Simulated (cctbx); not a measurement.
**Symmetry from intensities**

Cell: a = 8.1500 Å, b = 8.2098 Å, c = 8.2310 Å, α = 108.08°, β = 109.08°, γ = 110.11°. Expected content of the cell: W4 Co3 Ca1 S12.

The data are simulated with cctbx, not measured: Cu Kα, λ = 1.54184 Å, to d = 0.8 Å, 50 % of the full sphere, strongest reflection 20000 counts, noise from counting, a 4 % proportional error and a noise floor of 8 counts (s.d.); no absorption.

Tests on the unmerged data give:

```text
1800 reflections to d = 0.800 A
centring   violations  <I/sigma> of those
    A        382 of   897      4.6
    B        394 of   908      4.7
    C        400 of   925      4.6
    I        488 of   900      8.5
    R        680 of  1199      8.8
    F        588 of  1365      4.7
Laue class    unique    Rint  (classes that these axes allow; Friedel mates merged)
P -1             1319   0.027
space group    extra absences  I>4sigma  <I/sigma>
P 1                     0          0         -  acentric
P -1                    0          0         -  centric
Wilson B = 0.84 A^2   <|E^2-1|> = 1.350 (0.968 centric, 0.736 acentric)   E^2>4: 11.1 %
shell (A)         n   <I/sigma>
 6.78 - 1.59    154     12.4
 1.59 - 1.27    181     10.9
 1.27 - 1.11    161     10.6
 1.11 - 1.01    162     11.2
 1.01 - 0.94    167      7.8
 0.94 - 0.88    165      8.8
 0.88 - 0.84    158      7.9
 0.84 - 0.80    171      9.4
```

Q: Read the symmetry from these tables.

Every centring test has many violations, so the lattice is primitive.

Only P -1 fits these axes (Rint 0.027); a search for a hidden higher lattice was not made.

2 settings pass the absence test. No glide or screw absences show, which leaves P 1 and P -1.

⟨|E²−1|⟩ = 1.350 is above even the centric ideal, a mark of pseudo-translation (a class of systematically weak reflections). The Wilson B of 0.84 Å² means U ≈ 0.0106 Å².

The true group is P-1 (no. 2), Laue class -1, centrosymmetric. The tables only narrow the choice to the tied entries; cell content, site symmetry and trial solutions must settle it.

This is a model crystal, built by substitution and not relaxed, with assumed displacement parameters.

[Logs are printed without paths, hosts, clocks, repeated set-up lines and the standing remarks that a program may print on its own settings, such as how far it seeks lower states.]
